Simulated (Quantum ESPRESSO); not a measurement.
# MnHg: the choice of smearing, part 2 of 2

How much do the magnetic results of MnHg hang on the smearing?

Quantum ESPRESSO 7.5; PBE; plane waves with GBRV 1.5 PBE potentials, no spin-orbit coupling (settings of the first rung).

So far, largest spin moment in the atom's sphere (μB): step 2 (rung 1, start ferro +) 3.75; step 4 (rung 2, start ferro +) 3.88; step 5 (rung 2, start antiferro q=(0,1/2,1/2) +-) 3.88; step 6 (rung 3, start ferro +) 3.89; step 7 (rung 3, start antiferro q=(0,1/2,1/2) +-) 3.89.

## (8) Rung 4, start ferro +

File pw.in:

```
&CONTROL
  calculation = 'scf'
  prefix = 'pwscf'
  outdir = './tmp'
  pseudo_dir = './pseudo'
  disk_io = 'nowf'
/
&SYSTEM
  ibrav = 0
  nat = 2
  ntyp = 2
  ecutwfc = 40
  ecutrho = 280
  nbnd = 22
  occupations = 'smearing'
  smearing = 'gaussian'
  degauss = 0.00999582
  nspin = 2
  starting_magnetization(1) = 0.2333
  starting_magnetization(2) = 0
/
&ELECTRONS
  conv_thr = 4d-09
  electron_maxstep = 150
  mixing_beta = 0.3
  diagonalization = 'paro'
/
ATOMIC_SPECIES
Mn     54.9380 mn_pbe_v1.5.uspp.F.UPF
Hg    200.5920 hg_pbe_v1.uspp.F.UPF
CELL_PARAMETERS angstrom
   3.3150000000    0.0000000000    0.0000000000
   0.0000000000    3.3150000000    0.0000000000
   0.0000000000    0.0000000000    3.3150000000
ATOMIC_POSITIONS crystal
Mn      0.5000000000    0.5000000000    0.5000000000
Hg      0.0000000000    0.0000000000    0.0000000000
K_POINTS automatic
8 8 8 0 0 0
```

The run is started by

```sh
> OMP_NUM_THREADS=1 mpirun -n 2 pw.x -nk 2 -in pw.in > pw.out
```

Output:

```text
     [... lines left out ...]
Program PWSCF v.7.5 starts
     [... lines left out ...]
     number of atoms/cell      =            2
     [... lines left out ...]
     number of electrons       =        27.00
     number of Kohn-Sham states=           22
     kinetic-energy cutoff     =      40.0000  Ry
     charge density cutoff     =     280.0000  Ry
     scf convergence threshold =      4.0E-09
     [... lines left out ...]
     48 Sym. Ops., with inversion, found
     [... lines left out ...]
     number of k points=    35  Gaussian smearing, width (Ry)=  0.0100
     [... lines left out ...]
     iteration # 11     ecut=    40.00 Ry     beta= 0.30
     [... lines left out ...]
     Magnetic moment per site  (integrated on atomic sphere of radius R)
     atom   1 (R=0.357)  charge= 13.7104  magn=  3.8947
     atom   2 (R=0.357)  charge= 10.1826  magn= -0.0288
     [... lines left out ...]
     the Fermi energy is    13.9541 ev
!    total energy              =    -318.93883233 Ry
     estimated scf accuracy    <          1.9E-09 Ry
     smearing contrib. (-TS)   =      -0.00104719 Ry
     [... lines left out ...]
     total magnetization       =     3.92 Bohr mag/cell
     absolute magnetization    =     4.18 Bohr mag/cell
     convergence has been achieved in  11 iterations
```

It took 14 s on 2 MPI ranks of Intel Xeon Platinum 8559C (Emerald Rapids), shared host; peak memory 0.21 GiB; 28 s of CPU time.

Numbers from this step:

| Item | Value |
| --- | --- |
| magnetization | 3.918 μB |
| final state | ferromagnetic |
| largest moment | 3.895 μB |

## (9) Rung 4, start antiferro q=(0,1/2,1/2) +-

File pw.in:

```
&CONTROL
  calculation = 'scf'
  prefix = 'pwscf'
  outdir = './tmp'
  pseudo_dir = './pseudo'
  disk_io = 'nowf'
/
&SYSTEM
  ibrav = 0
  nat = 4
  ntyp = 3
  ecutwfc = 40
  ecutrho = 280
  nbnd = 36
  occupations = 'smearing'
  smearing = 'gaussian'
  degauss = 0.00999582
  nspin = 2
  starting_magnetization(1) = 0.2333
  starting_magnetization(2) = -0.2333
  starting_magnetization(3) = 0
/
&ELECTRONS
  conv_thr = 8d-09
  electron_maxstep = 150
  mixing_beta = 0.3
  diagonalization = 'paro'
/
ATOMIC_SPECIES
Mn1    54.9380 mn_pbe_v1.5.uspp.F.UPF
Mn2    54.9380 mn_pbe_v1.5.uspp.F.UPF
Hg    200.5920 hg_pbe_v1.uspp.F.UPF
CELL_PARAMETERS angstrom
   3.3150000000    0.0000000000    0.0000000000
   0.0000000000    6.6300000000    0.0000000000
   0.0000000000    3.3150000000    3.3150000000
ATOMIC_POSITIONS crystal
Mn1     0.5000000000    0.0000000000    0.5000000000
Mn2     0.5000000000    0.5000000000    0.5000000000
Hg      0.0000000000    0.0000000000    0.0000000000
Hg      0.0000000000    0.5000000000    0.0000000000
K_POINTS automatic
8 4 8 0 0 0
```

Output:

```text
     [... lines left out ...]
Program PWSCF v.7.5 starts
     [... lines left out ...]
     number of atoms/cell      =            4
     [... lines left out ...]
     number of electrons       =        54.00
     number of Kohn-Sham states=           36
     kinetic-energy cutoff     =      40.0000  Ry
     charge density cutoff     =     280.0000  Ry
     scf convergence threshold =      8.0E-09
     [... lines left out ...]
     16 Sym. Ops., with inversion, found ( 8 have fractional translation)
     [... lines left out ...]
     number of k points=    45  Gaussian smearing, width (Ry)=  0.0100
     [... lines left out ...]
     iteration # 13     ecut=    40.00 Ry     beta= 0.30
     [... lines left out ...]
     Magnetic moment per site  (integrated on atomic sphere of radius R)
     atom   1 (R=0.357)  charge= 13.7108  magn=  3.8897
     atom   2 (R=0.357)  charge= 13.7108  magn= -3.8897
     atom   3 (R=0.357)  charge= 10.1867  magn=  0.0000
     atom   4 (R=0.357)  charge= 10.1867  magn= -0.0000
     [... lines left out ...]
     the Fermi energy is    13.8816 ev
!    total energy              =    -637.86828204 Ry
     estimated scf accuracy    <          1.4E-10 Ry
     smearing contrib. (-TS)   =      -0.00272794 Ry
     [... lines left out ...]
     total magnetization       =    -0.00 Bohr mag/cell
     absolute magnetization    =     8.20 Bohr mag/cell
     convergence has been achieved in  13 iterations
```

Wall time 1.7 min (2 MPI ranks); peak memory 0.39 GiB.

This step gave:

```
magnetization  : 0 μB
final state    : antiferromagnetic
largest moment : 3.890 μB
```

## (10) Rung 5, start ferro +

File pw.in:

```
&CONTROL
  calculation = 'scf'
  prefix = 'pwscf'
  outdir = './tmp'
  pseudo_dir = './pseudo'
  disk_io = 'nowf'
/
&SYSTEM
  ibrav = 0
  nat = 2
  ntyp = 2
  ecutwfc = 40
  ecutrho = 280
  nbnd = 22
  occupations = 'smearing'
  smearing = 'mp'
  degauss = 0.01469973
  nspin = 2
  starting_magnetization(1) = 0.2333
  starting_magnetization(2) = 0
/
&ELECTRONS
  conv_thr = 4d-09
  electron_maxstep = 150
  mixing_beta = 0.3
  diagonalization = 'paro'
/
ATOMIC_SPECIES
Mn     54.9380 mn_pbe_v1.5.uspp.F.UPF
Hg    200.5920 hg_pbe_v1.uspp.F.UPF
CELL_PARAMETERS angstrom
   3.3150000000    0.0000000000    0.0000000000
   0.0000000000    3.3150000000    0.0000000000
   0.0000000000    0.0000000000    3.3150000000
ATOMIC_POSITIONS crystal
Mn      0.5000000000    0.5000000000    0.5000000000
Hg      0.0000000000    0.0000000000    0.0000000000
K_POINTS automatic
8 8 8 0 0 0
```

Output:

```text
     [... lines left out ...]
Program PWSCF v.7.5 starts
     [... lines left out ...]
     number of atoms/cell      =            2
     [... lines left out ...]
     number of electrons       =        27.00
     number of Kohn-Sham states=           22
     kinetic-energy cutoff     =      40.0000  Ry
     charge density cutoff     =     280.0000  Ry
     scf convergence threshold =      4.0E-09
     [... lines left out ...]
     48 Sym. Ops., with inversion, found
     [... lines left out ...]
     number of k points=    35  Methfessel-Paxton smearing, width (Ry)=  0.0147
     [... lines left out ...]
     iteration # 11     ecut=    40.00 Ry     beta= 0.30
     [... lines left out ...]
     Magnetic moment per site  (integrated on atomic sphere of radius R)
     atom   1 (R=0.357)  charge= 13.7097  magn=  3.9000
     atom   2 (R=0.357)  charge= 10.1829  magn= -0.0296
     [... lines left out ...]
     the Fermi energy is    13.9574 ev
!    total energy              =    -318.93827804 Ry
     estimated scf accuracy    <          3.2E-09 Ry
     smearing contrib. (-TS)   =      -0.00000848 Ry
     [... lines left out ...]
     total magnetization       =     3.92 Bohr mag/cell
     absolute magnetization    =     4.18 Bohr mag/cell
     convergence has been achieved in  11 iterations
```

The job ended after 14 s (2 MPI ranks; peak memory 0.21 GiB; 28 s of CPU time).

Numbers from this step:

| Property | Result |
| --- | --- |
| magnetization | 3.922 μB |
| final state | ferromagnetic |
| largest moment | 3.900 μB |

## (11) Rung 5, start antiferro q=(0,1/2,1/2) +-

File pw.in:

```
&CONTROL
  calculation = 'scf'
  prefix = 'pwscf'
  outdir = './tmp'
  pseudo_dir = './pseudo'
  disk_io = 'nowf'
/
&SYSTEM
  ibrav = 0
  nat = 4
  ntyp = 3
  ecutwfc = 40
  ecutrho = 280
  nbnd = 36
  occupations = 'smearing'
  smearing = 'mp'
  degauss = 0.01469973
  nspin = 2
  starting_magnetization(1) = 0.2333
  starting_magnetization(2) = -0.2333
  starting_magnetization(3) = 0
/
&ELECTRONS
  conv_thr = 8d-09
  electron_maxstep = 150
  mixing_beta = 0.3
  diagonalization = 'paro'
/
ATOMIC_SPECIES
Mn1    54.9380 mn_pbe_v1.5.uspp.F.UPF
Mn2    54.9380 mn_pbe_v1.5.uspp.F.UPF
Hg    200.5920 hg_pbe_v1.uspp.F.UPF
CELL_PARAMETERS angstrom
   3.3150000000    0.0000000000    0.0000000000
   0.0000000000    6.6300000000    0.0000000000
   0.0000000000    3.3150000000    3.3150000000
ATOMIC_POSITIONS crystal
Mn1     0.5000000000    0.0000000000    0.5000000000
Mn2     0.5000000000    0.5000000000    0.5000000000
Hg      0.0000000000    0.0000000000    0.0000000000
Hg      0.0000000000    0.5000000000    0.0000000000
K_POINTS automatic
8 4 8 0 0 0
```

Output:

```text
     [... lines left out ...]
Program PWSCF v.7.5 starts
     [... lines left out ...]
     number of atoms/cell      =            4
     [... lines left out ...]
     number of electrons       =        54.00
     number of Kohn-Sham states=           36
     kinetic-energy cutoff     =      40.0000  Ry
     charge density cutoff     =     280.0000  Ry
     scf convergence threshold =      8.0E-09
     [... lines left out ...]
     16 Sym. Ops., with inversion, found ( 8 have fractional translation)
     [... lines left out ...]
     number of k points=    45  Methfessel-Paxton smearing, width (Ry)=  0.0147
     [... lines left out ...]
     iteration # 13     ecut=    40.00 Ry     beta= 0.30
     [... lines left out ...]
     Magnetic moment per site  (integrated on atomic sphere of radius R)
     atom   1 (R=0.357)  charge= 13.7105  magn=  3.8911
     atom   2 (R=0.357)  charge= 13.7105  magn= -3.8911
     atom   3 (R=0.357)  charge= 10.1867  magn=  0.0000
     atom   4 (R=0.357)  charge= 10.1867  magn= -0.0000
     [... lines left out ...]
     the Fermi energy is    13.8789 ev
!    total energy              =    -637.86707560 Ry
     estimated scf accuracy    <          1.4E-10 Ry
     smearing contrib. (-TS)   =      -0.00059178 Ry
     [... lines left out ...]
     total magnetization       =    -0.00 Bohr mag/cell
     absolute magnetization    =     8.20 Bohr mag/cell
     convergence has been achieved in  13 iterations
```

Elapsed: 99 s, on 2 MPI ranks; peak memory 0.39 GiB; 3.3 min of CPU time.

Numbers from this step:

```
magnetization  : 0 μB
final state    : antiferromagnetic
largest moment : 3.891 μB
```

## (12) Rung 6, start ferro +

File pw.in:

```
&CONTROL
  calculation = 'scf'
  prefix = 'pwscf'
  outdir = './tmp'
  pseudo_dir = './pseudo'
  disk_io = 'nowf'
/
&SYSTEM
  ibrav = 0
  nat = 2
  ntyp = 2
  ecutwfc = 40
  ecutrho = 280
  nbnd = 22
  occupations = 'smearing'
  smearing = 'mv'
  degauss = 0.01469973
  nspin = 2
  starting_magnetization(1) = 0.2333
  starting_magnetization(2) = 0
/
&ELECTRONS
  conv_thr = 4d-09
  electron_maxstep = 150
  mixing_beta = 0.3
  diagonalization = 'paro'
/
ATOMIC_SPECIES
Mn     54.9380 mn_pbe_v1.5.uspp.F.UPF
Hg    200.5920 hg_pbe_v1.uspp.F.UPF
CELL_PARAMETERS angstrom
   3.3150000000    0.0000000000    0.0000000000
   0.0000000000    3.3150000000    0.0000000000
   0.0000000000    0.0000000000    3.3150000000
ATOMIC_POSITIONS crystal
Mn      0.5000000000    0.5000000000    0.5000000000
Hg      0.0000000000    0.0000000000    0.0000000000
K_POINTS automatic
8 8 8 0 0 0
```

Output:

```text
     [... lines left out ...]
Program PWSCF v.7.5 starts
     [... lines left out ...]
     number of atoms/cell      =            2
     [... lines left out ...]
     number of electrons       =        27.00
     number of Kohn-Sham states=           22
     kinetic-energy cutoff     =      40.0000  Ry
     charge density cutoff     =     280.0000  Ry
     scf convergence threshold =      4.0E-09
     [... lines left out ...]
     48 Sym. Ops., with inversion, found
     [... lines left out ...]
     number of k points=    35  Marzari-Vanderbilt smearing, width (Ry)=  0.0147
     [... lines left out ...]
     iteration # 12     ecut=    40.00 Ry     beta= 0.30
     [... lines left out ...]
     Magnetic moment per site  (integrated on atomic sphere of radius R)
     atom   1 (R=0.357)  charge= 13.7100  magn=  3.9014
     atom   2 (R=0.357)  charge= 10.1830  magn= -0.0274
     [... lines left out ...]
     the Fermi energy is    13.9600 ev
!    total energy              =    -318.93838726 Ry
     estimated scf accuracy    <          2.3E-10 Ry
     smearing contrib. (-TS)   =      -0.00038569 Ry
     [... lines left out ...]
     total magnetization       =     3.93 Bohr mag/cell
     absolute magnetization    =     4.18 Bohr mag/cell
     convergence has been achieved in  12 iterations
```

The job ended after 15 s (2 MPI ranks; peak memory 0.21 GiB).

This step gave:

```yaml
magnetization: 3.93 μB
final_state: ferromagnetic
largest_moment: 3.901 μB
```

## (13) Rung 6, start antiferro q=(0,1/2,1/2) +-

File pw.in:

```
&CONTROL
  calculation = 'scf'
  prefix = 'pwscf'
  outdir = './tmp'
  pseudo_dir = './pseudo'
  disk_io = 'nowf'
/
&SYSTEM
  ibrav = 0
  nat = 4
  ntyp = 3
  ecutwfc = 40
  ecutrho = 280
  nbnd = 36
  occupations = 'smearing'
  smearing = 'mv'
  degauss = 0.01469973
  nspin = 2
  starting_magnetization(1) = 0.2333
  starting_magnetization(2) = -0.2333
  starting_magnetization(3) = 0
/
&ELECTRONS
  conv_thr = 8d-09
  electron_maxstep = 150
  mixing_beta = 0.3
  diagonalization = 'paro'
/
ATOMIC_SPECIES
Mn1    54.9380 mn_pbe_v1.5.uspp.F.UPF
Mn2    54.9380 mn_pbe_v1.5.uspp.F.UPF
Hg    200.5920 hg_pbe_v1.uspp.F.UPF
CELL_PARAMETERS angstrom
   3.3150000000    0.0000000000    0.0000000000
   0.0000000000    6.6300000000    0.0000000000
   0.0000000000    3.3150000000    3.3150000000
ATOMIC_POSITIONS crystal
Mn1     0.5000000000    0.0000000000    0.5000000000
Mn2     0.5000000000    0.5000000000    0.5000000000
Hg      0.0000000000    0.0000000000    0.0000000000
Hg      0.0000000000    0.5000000000    0.0000000000
K_POINTS automatic
8 4 8 0 0 0
```

Output:

```text
     [... lines left out ...]
Program PWSCF v.7.5 starts
     [... lines left out ...]
     number of atoms/cell      =            4
     [... lines left out ...]
     number of electrons       =        54.00
     number of Kohn-Sham states=           36
     kinetic-energy cutoff     =      40.0000  Ry
     charge density cutoff     =     280.0000  Ry
     scf convergence threshold =      8.0E-09
     [... lines left out ...]
     16 Sym. Ops., with inversion, found ( 8 have fractional translation)
     [... lines left out ...]
     number of k points=    45  Marzari-Vanderbilt smearing, width (Ry)=  0.0147
     [... lines left out ...]
     iteration # 13     ecut=    40.00 Ry     beta= 0.30
     [... lines left out ...]
     Magnetic moment per site  (integrated on atomic sphere of radius R)
     atom   1 (R=0.357)  charge= 13.7105  magn=  3.8898
     atom   2 (R=0.357)  charge= 13.7105  magn= -3.8898
     atom   3 (R=0.357)  charge= 10.1866  magn=  0.0000
     atom   4 (R=0.357)  charge= 10.1866  magn= -0.0000
     [... lines left out ...]
     the Fermi energy is    13.8835 ev
!    total energy              =    -637.86719843 Ry
     estimated scf accuracy    <          1.0E-10 Ry
     smearing contrib. (-TS)   =      -0.00052964 Ry
     [... lines left out ...]
     total magnetization       =     0.00 Bohr mag/cell
     absolute magnetization    =     8.20 Bohr mag/cell
     convergence has been achieved in  13 iterations
```

It took 99 s on 2 MPI ranks; peak memory 0.38 GiB.

This step gave:

| Quantity | Value |
| --- | --- |
| magnetization | 0 μB |
| final state | antiferromagnetic |
| largest moment | 3.890 μB |

## (14) The rungs together

Ladder, by row:

```
rung          smearing (eV)  state from the first start  state from the second start  second less first (meV a seeded atom)  moment, first (μB)  moment, second (μB)  CPU time (s)
   1        fermi-dirac 0.3               ferromagnetic            antiferromagnetic                                  43.88               3.749                3.761         220.3
   2        fermi-dirac 0.1               ferromagnetic            antiferromagnetic                                  61.12               3.883                3.884         231.8
   3      fermi-dirac 0.025               ferromagnetic            antiferromagnetic                                  66.11               3.894                3.892         222.2
   4         gaussian 0.136               ferromagnetic            antiferromagnetic                                  63.83               3.895                 3.89         227.2
   5  methfessel-paxton 0.2               ferromagnetic            antiferromagnetic                                  64.49                 3.9                3.891         224.8
   6               cold 0.2               ferromagnetic            antiferromagnetic                                  65.14               3.901                 3.89         227.6
```

## (15) Summary of results

```
range of the largest moment, first start : 3.75 to 3.90 μB; second start 3.76 to 3.89 μB
range of CPU time                        : 3.7 min to 3.9 min
range of the energy difference           : 43.9 to 66.1 meV a seeded atom
```

In words: Between the smearings the moment of the first start moves by 0.15 μB and the difference by 22 meV; all share one mesh, which a narrow width needs finer.

[Logs and program files are shortened in this print: banners, set-up blocks, solver, clock and traceback lines can be left out without a mark of their own.]

[Logs are printed without paths, hosts, clocks, repeated set-up lines and the standing remarks that a program may print on its own settings, such as how far it seeks lower states.]

[Hosts, paths, dates, database ids (printed as entryN), source tags and the programs' standing remarks are cut or masked in the printed files.]

[Where a cell is said to come from a database of computed structures, the database is the Materials Project.]
